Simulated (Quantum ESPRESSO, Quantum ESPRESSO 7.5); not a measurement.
**Zr(0001), 5 layers against a metal electrode: a series in the charge of the slab**

What law, if any, do the results for Zr(0001), 5 layers against a metal electrode follow against the charge of the slab?

Main program and level: Quantum ESPRESSO 7.5; plane-wave DFT, PBE, GBRV ultrasoft pseudopotentials.

### 1. Starting point

It takes space group P6_3/mmc (No. 194, hexagonal). The conventional cell has a = 3.230 Å, b = 3.230 Å, c = 5.145 Å, α = 90.00°, β = 90.00°, γ = 120.00°. Nearest to Zr lie 12 Zr at 3.18 to 3.23 Å.

Structure file:

```cif
data_structure
_symmetry_space_group_name_H-M 'P6_3/mmc'
_symmetry_Int_Tables_number 194
_cell_length_a 3.2300
_cell_length_b 3.2300
_cell_length_c 5.1454
_cell_angle_alpha 90.000
_cell_angle_beta 90.000
_cell_angle_gamma 120.000
_cell_volume 46.49
loop_
_atom_site_label
_atom_site_type_symbol
_atom_site_symmetry_multiplicity
_atom_site_Wyckoff_symbol
_atom_site_fract_x
_atom_site_fract_y
_atom_site_fract_z
_atom_site_occupancy
Zr1 Zr 2 c 0.33333 0.66667 0.25000 1
```

Set-up: The slab is relaxed neutral, then held. ESM with bc3: vacuum below and a metal electrode about 6 Å above the top atoms. Cold smearing of 0.02 Ry. Charges are set per cell from the starting area. The slabs take the lattice constants of the bulk relaxed by the same program.

Members 2, 3, 4.5, 6, 7 and 8 took the same steps and show in the table alone.

### 2. Variable-cell relaxation of the reference

The bulk crystal is relaxed in cell and atoms; the members are built on its lattice constants.

ref.vc.in

```
&control
  prefix = 'ref.vc'
  outdir = './out'
  pseudo_dir = './pseudo'
  nstep = 40
  forc_conv_thr = 0.0003
  calculation = 'vc-relax'
/
&system
  ibrav = 0
  nat = 2
  ntyp = 1
  ecutwfc = 50
  ecutrho = 250
  occupations = 'smearing'
  smearing = 'mv'
  degauss = 0.02
/
&electrons
  conv_thr = 1e-09
  mixing_beta = 0.4
  electron_maxstep = 120
/
&ions
/
&cell
  press_conv_thr = 0.3
/
ATOMIC_SPECIES
  Zr  91.2240  zr_pbe_v1.uspp.F.UPF
CELL_PARAMETERS angstrom
  3.23000000000000 0.00000000000000 0.00000000000000
  -1.61500000000000 2.79726205422374 0.00000000000000
  0.00000000000000 0.00000000000000 5.14539000000000
ATOMIC_POSITIONS crystal
  Zr  0.333333333333 0.666666666667 0.250000000000
  Zr  0.666666666667 0.333333333333 0.750000000000
K_POINTS automatic
  15 15 8 0 0 0
```

Command:

```sh
OMP_NUM_THREADS=1 mpirun -n 4 pw.x -nk 4 -in ref.vc.in > ref.vc.out
```

The log of the run:

```text
Program PWSCF v.7.5 starts
[citation notice left out]

     Parallel version (MPI & OpenMP), running on       4 processor cores
     Number of MPI processes:                 4
     Threads/MPI process:                     1

     MPI processes distributed on     1 nodes
[...]
Current dimensions of program PWSCF are:
     Max number of different atomic species (ntypx) = 10
     Max number of k-points (npk) =  40000
     Max angular momentum in pseudopotentials (lmaxx) =  4
     Message from routine setup:
     using ibrav=0 with symmetry is DISCOURAGED, use correct ibrav instead

     K-points division:     npool     =       4
     Subspace diagonalization in iterative solution of the eigenvalue problem:
     a serial algorithm will be used

     G-vector sticks info
     --------------------
     sticks:   dense  smooth     PW     G-vecs:    dense   smooth      PW
     Sum         649     511    163                21001    15001    2575

     Using Slab Decomposition

     bravais-lattice index     =            0
     lattice parameter (alat)  =       6.1038  a.u.
     unit-cell volume          =     313.7260 (a.u.)^3
     number of atoms/cell      =            2
     number of atomic types    =            1
     number of electrons       =        24.00
     number of Kohn-Sham states=           16
     kinetic-energy cutoff     =      50.0000  Ry
     charge density cutoff     =     250.0000  Ry
     scf convergence threshold =      1.0E-09
     mixing beta               =       0.4000
     number of iterations used =            8  plain     mixing
     energy convergence thresh.=      1.0E-04
     force convergence thresh. =      3.0E-04
     press convergence thresh. =      3.0E-01
     Exchange-correlation= SLA  PW   PBE  PBE
                           (   1   4   3   4   0   0   0)
     nstep                     =           40

     celldm(1)=   6.103815  celldm(2)=   0.000000  celldm(3)=   0.000000
     celldm(4)=   0.000000  celldm(5)=   0.000000  celldm(6)=   0.000000

     crystal axes: (cart. coord. in units of alat)
               a(1) = (   1.000000   0.000000   0.000000 )
               a(2) = (  -0.500000   0.866025   0.000000 )
               a(3) = (   0.000000   0.000000   1.593000 )

     reciprocal axes: (cart. coord. in units 2 pi/alat)
               b(1) = (  1.000000  0.577350 -0.000000 )
               b(2) = (  0.000000  1.154701  0.000000 )
               b(3) = (  0.000000 -0.000000  0.627746 )

     PseudoPot. # 1 for Zr read from file:
     ./pseudo/zr_pbe_v1.uspp.F.UPF
     Pseudo is Ultrasoft + core correction, Zval = 12.0
     Generated by new atomic code, or converted to UPF format
     Using radial grid of  887 points,  6 beta functions with:
                l(1) =   0
                l(2) =   0
                l(3) =   1
                l(4) =   1
                l(5) =   2
                l(6) =   2
     Q(r) pseudized with  6 coefficients,  rinner =    1.200   1.200   1.200
                                                       1.200   1.200

     atomic species   valence    mass     pseudopotential
     Zr               12.00    91.22400     Zr( 1.00)

     24 Sym. Ops., with inversion, found (12 have fractional translation)

   Cartesian axes

     site n.     atom                  positions (alat units)
         1        Zr     tau(   1) = (  -0.0000000   0.5773503   0.3982500  )
         2        Zr     tau(   2) = (   0.5000000   0.2886751   1.1947500  )

     number of k points=   135  Marzari-Vanderbilt smearing, width (Ry)=  0.0200

     Number of k-points >= 100: set verbosity='high' to print them.

     Dense  grid:    21001 G-vectors     FFT dimensions: (  32,  32,  50)

     Smooth grid:    15001 G-vectors     FFT dimensions: (  27,  27,  48)

     Estimated max dynamical RAM per process >      48.00 MB

     Estimated total dynamical RAM >     176.61 MB

     Check: negative core charge=   -0.000003

     Initial potential from superposition of free atoms

     starting charge      23.9957, renormalised to      24.0000

     negative rho (up, down):  1.185E-01 0.000E+00
     Starting wfcs are   26 randomized atomic wfcs

     total cpu time spent up to now is        1.7 secs

     per-process dynamical memory:    35.6 Mb

     Self-consistent Calculation

     iteration #  1     ecut=    50.00 Ry     beta= 0.40
     Davidson diagonalization with overlap
     ethr =  1.00E-02,  avg # of iterations =  2.0

     Threshold (ethr) on eigenvalues was too large:
     Diagonalizing with lowered threshold

     Davidson diagonalization with overlap
     ethr =  1.27E-04,  avg # of iterations =  2.0

     negative rho (up, down):  1.190E-01 0.000E+00

     total cpu time spent up to now is        3.6 secs

     total energy              =    -198.30550125 Ry
     estimated scf accuracy    <       0.03603283 Ry

     iteration #  2     ecut=    50.00 Ry     beta= 0.40
[...]
negative rho (up, down):  1.201E-01 0.000E+00

[...]
total energy              =    -198.30515305 Ry
     estimated scf accuracy    <       0.00665920 Ry

     iteration #  3     ecut=    50.00 Ry     beta= 0.40
[...]
negative rho (up, down):  1.208E-01 0.000E+00

[...]
total energy              =    -198.30621906 Ry
     estimated scf accuracy    <       0.00032428 Ry

     iteration #  4     ecut=    50.00 Ry     beta= 0.40
[...]
negative rho (up, down):  1.208E-01 0.000E+00

[...]
total energy              =    -198.30626893 Ry
     estimated scf accuracy    <       0.00006804 Ry

     iteration #  5     ecut=    50.00 Ry     beta= 0.40
[...]
negative rho (up, down):  1.207E-01 0.000E+00

[...]
total energy              =    -198.30627519 Ry
     estimated scf accuracy    <       0.00000319 Ry

     iteration #  6     ecut=    50.00 Ry     beta= 0.40
[...]
negative rho (up, down):  1.207E-01 0.000E+00

[...]
total energy              =    -198.30627624 Ry
     estimated scf accuracy    <       0.00000042 Ry

     iteration #  7     ecut=    50.00 Ry     beta= 0.40
[...]
negative rho (up, down):  1.207E-01 0.000E+00

[...]
total energy              =    -198.30627630 Ry
     estimated scf accuracy    <       0.00000003 Ry

     iteration #  8     ecut=    50.00 Ry     beta= 0.40
[...]
number of scf cycles    =   2
     number of bfgs steps    =   1

     enthalpy           old  =    -198.3062763141 Ry
     enthalpy           new  =    -198.3063000473 Ry

     CASE: enthalpy          _new < enthalpy          _old

     new trust radius        =       0.0048312047 bohr
     new conv_thr            =            1.0E-11 Ry

     new unit-cell volume =    315.33497 a.u.^3 (    46.72782 Ang^3 )
     density =      6.48355 g/cm^3

CELL_PARAMETERS (angstrom)
   3.234064763   0.000000000  -0.000000000
  -1.617032382   2.800782243  -0.000000000
  -0.000000000  -0.000000000   5.158785668

ATOMIC_POSITIONS (crystal)
Zr               0.3333333333        0.6666666667        0.2500000000
Zr               0.6666666667        0.3333333333        0.7500000000

[...]
NEW-OLD atomic charge density approx. for the potential
     New effective cutoffs (rho, wfc):  249.05   49.87

     Check: negative core charge=   -0.000003

     negative rho (up, down):  1.208E-01 0.000E+00

     total cpu time spent up to now is       18.4 secs

     per-process dynamical memory:    56.9 Mb

     Self-consistent Calculation

     iteration #  1     ecut=    50.00 Ry     beta= 0.40
     Davidson diagonalization with overlap
     ethr =  1.00E-06,  avg # of iterations =  2.0

     Threshold (ethr) on eigenvalues was too large:
     Diagonalizing with lowered threshold

     Davidson diagonalization with overlap
     ethr =  1.15E-09,  avg # of iterations =  5.0

     negative rho (up, down):  1.208E-01 0.000E+00

     total cpu time spent up to now is       20.9 secs

     total energy              =    -198.30630967 Ry
     estimated scf accuracy    <       0.00000014 Ry

[...]
iteration #  5     ecut=    50.00 Ry     beta= 0.40
[...]
negative rho (up, down):  1.208E-01 0.000E+00

[...]
End of self-consistent calculation

     Number of k-points >= 100: set verbosity='high' to print the bands.

     the Fermi energy is    14.0805 ev

!    total energy              =    -198.30630968 Ry
     estimated scf accuracy    <          6.8E-12 Ry
     smearing contrib. (-TS)   =       0.00005359 Ry
     internal energy E=F+TS    =    -198.30636326 Ry

     The total energy is F=E-TS. E is the sum of the following terms:
     one-electron contribution =     -36.08247194 Ry
     hartree contribution      =      27.26844623 Ry
     xc contribution           =     -35.53621840 Ry
     ewald contribution        =    -153.95611915 Ry

     convergence has been achieved in   5 iterations

     negative rho (up, down):  1.208E-01 0.000E+00

     Forces acting on atoms (cartesian axes, Ry/au):

     atom    1 type  1   force =     0.00000000   -0.00000000   -0.00000000
     atom    2 type  1   force =    -0.00000000    0.00000000    0.00000000

     Total force =     0.000000     Total SCF correction =     0.000000

     Computing stress (Cartesian axis) and pressure

     negative rho (up, down):  1.208E-01 0.000E+00
          total   stress  (Ry/bohr**3)                   (kbar)     P=        0.18
  -0.00000219   0.00000000   0.00000000           -0.32        0.00        0.00
   0.00000000  -0.00000219  -0.00000000            0.00       -0.32       -0.00
  -0.00000000   0.00000000   0.00000810           -0.00        0.00        1.19

     Energy error            =      9.6E-06 Ry
     Gradient error          =      2.5E-27 Ry/Bohr
     Cell gradient error     =      1.2E+00 kbar

     number of scf cycles    =   3
     number of bfgs steps    =   2

     enthalpy           old  =    -198.3063000473 Ry
     enthalpy           new  =    -198.3063096763 Ry

     CASE: enthalpy          _new < enthalpy          _old

     new trust radius        =       0.0014392676 bohr
     new conv_thr            =            1.0E-11 Ry

     new unit-cell volume =    315.46669 a.u.^3 (    46.74734 Ang^3 )
     density =      6.48084 g/cm^3

CELL_PARAMETERS (angstrom)
   3.234084902   0.000000000  -0.000000000
  -1.617042451   2.800799683  -0.000000000
   0.000000000  -0.000000000   5.160876278

ATOMIC_POSITIONS (crystal)
Zr               0.3333333333        0.6666666667        0.2500000000
Zr               0.6666666667        0.3333333333        0.7500000000

[...]
NEW-OLD atomic charge density approx. for the potential
     New effective cutoffs (rho, wfc):  249.04   49.87

     Check: negative core charge=   -0.000003

     negative rho (up, down):  1.208E-01 0.000E+00

     total cpu time spent up to now is       25.7 secs

     per-process dynamical memory:    56.9 Mb

[...]
!    total energy              =    -198.30631040 Ry
[...]
Total force =     0.000000     Total SCF correction =     0.000000
[...]
number of bfgs steps    =   3
[...]
new trust radius        =       0.0014073449 bohr
[...]
!    total energy              =    -198.30631098 Ry
[...]
Total force =     0.000000     Total SCF correction =     0.000000
[...]
number of bfgs steps    =   4
[...]
new trust radius        =       0.0011073292 bohr
[...]
!    total energy              =    -198.30631135 Ry
[...]
Total force =     0.000000     Total SCF correction =     0.000000
[...]
Self-consistent Calculation

     iteration #  1     ecut=    50.00 Ry     beta= 0.40
     Davidson diagonalization with overlap
     c_bands:  1 eigenvalues not converged
     c_bands:  1 eigenvalues not converged
     ethr =  1.00E-06,  avg # of iterations = 10.4

     negative rho (up, down):  1.192E-01 0.000E+00

     total cpu time spent up to now is       46.4 secs

     total energy              =    -198.30509713 Ry
     estimated scf accuracy    <       0.03762376 Ry

[...]
iteration # 12     ecut=    50.00 Ry     beta= 0.40
[...]
negative rho (up, down):  1.208E-01 0.000E+00

[...]
End of self-consistent calculation

     Number of k-points >= 100: set verbosity='high' to print the bands.

     the Fermi energy is    14.0741 ev

!    total energy              =    -198.30631186 Ry
     estimated scf accuracy    <          7.3E-12 Ry
     smearing contrib. (-TS)   =       0.00006266 Ry
     internal energy E=F+TS    =    -198.30637452 Ry

     The total energy is F=E-TS. E is the sum of the following terms:
     one-electron contribution =     -36.10534983 Ry
     hartree contribution      =      27.27452321 Ry
     xc contribution           =     -35.53560526 Ry
     ewald contribution        =    -153.93994265 Ry

     convergence has been achieved in  12 iterations

     negative rho (up, down):  1.208E-01 0.000E+00

     Forces acting on atoms (cartesian axes, Ry/au):

     atom    1 type  1   force =     0.00000000   -0.00000000    0.00000000
     atom    2 type  1   force =    -0.00000000    0.00000000   -0.00000000

     Total force =     0.000000     Total SCF correction =     0.000000

     Computing stress (Cartesian axis) and pressure

     negative rho (up, down):  1.208E-01 0.000E+00
          total   stress  (Ry/bohr**3)                   (kbar)     P=       -0.23
  -0.00000174  -0.00000000   0.00000000           -0.26       -0.00        0.00
  -0.00000000  -0.00000174   0.00000000           -0.00       -0.26        0.00
   0.00000000   0.00000000  -0.00000128            0.00        0.00       -0.19

[...]
=------------------------------------------------------------------------------=
   JOB DONE.
=------------------------------------------------------------------------------=
[...]
```

Run time: 59 s. Hardware: 4 MPI ranks of INTEL XEON PLATINUM 8581C at 2.10GHz (Emerald Rapids), shared host; peak memory 0.37 GiB.

The steps of the relaxation:

```tsv
step	energy less that of the first step (eV)	largest force (eV/Å)	volume (Å³)
1	0.0000	0.0000	46.49
2	-0.0003	0.0000	46.61
3	-0.0005	0.0000	46.73
4	-0.0005	0.0000	46.75
5	-0.0005	0.0000	46.75
6	-0.0005	0.0000	46.74
7	-0.0005	0.0000	46.74
```

```tsv
conventional cell, symmetrised	before	after	change
a (Å)	3.230	3.233	+0.1 %
b (Å)	3.230	3.233	+0.1 %
c (Å)	5.145	5.165	+0.4 %
volume (Å³/atom)	23.24	23.37	+0.5 %
```

Final coordinates:

```cif
data_structure
_symmetry_space_group_name_H-M 'P 1'
_symmetry_Int_Tables_number 1
_cell_length_a 3.2328
_cell_length_b 3.2328
_cell_length_c 5.1645
_cell_angle_alpha 90.000
_cell_angle_beta 90.000
_cell_angle_gamma 120.000
_cell_volume 46.74
loop_
_atom_site_label
_atom_site_type_symbol
_atom_site_fract_x
_atom_site_fract_y
_atom_site_fract_z
_atom_site_occupancy
Zr1 Zr 0.33333 0.66667 0.25000 1
Zr2 Zr 0.66667 0.33333 0.75000 1
```

 The last row is no step: it is a fresh SCF in the final cell with a new plane-wave basis, -0 meV from the row before.

Numbers from this step:

```
free energy  : -2698.0948 eV
Fermi energy : 14.07 eV
```

[end of part 1 of 4]

[Logs are printed without paths, hosts, clocks, repeated set-up lines and the standing remarks that a program may print on its own settings, such as how far it seeks lower states.]

[Hosts, paths, dates, database ids (printed as entryN), source tags and the programs' standing remarks are cut or masked in the printed files.]

[Maps of the electrostatic potential energy from Ansatz leave out the sawtooth potential of an applied field or a dipole correction, so their vacuum need not be flat; planar profiles and work functions include it.]
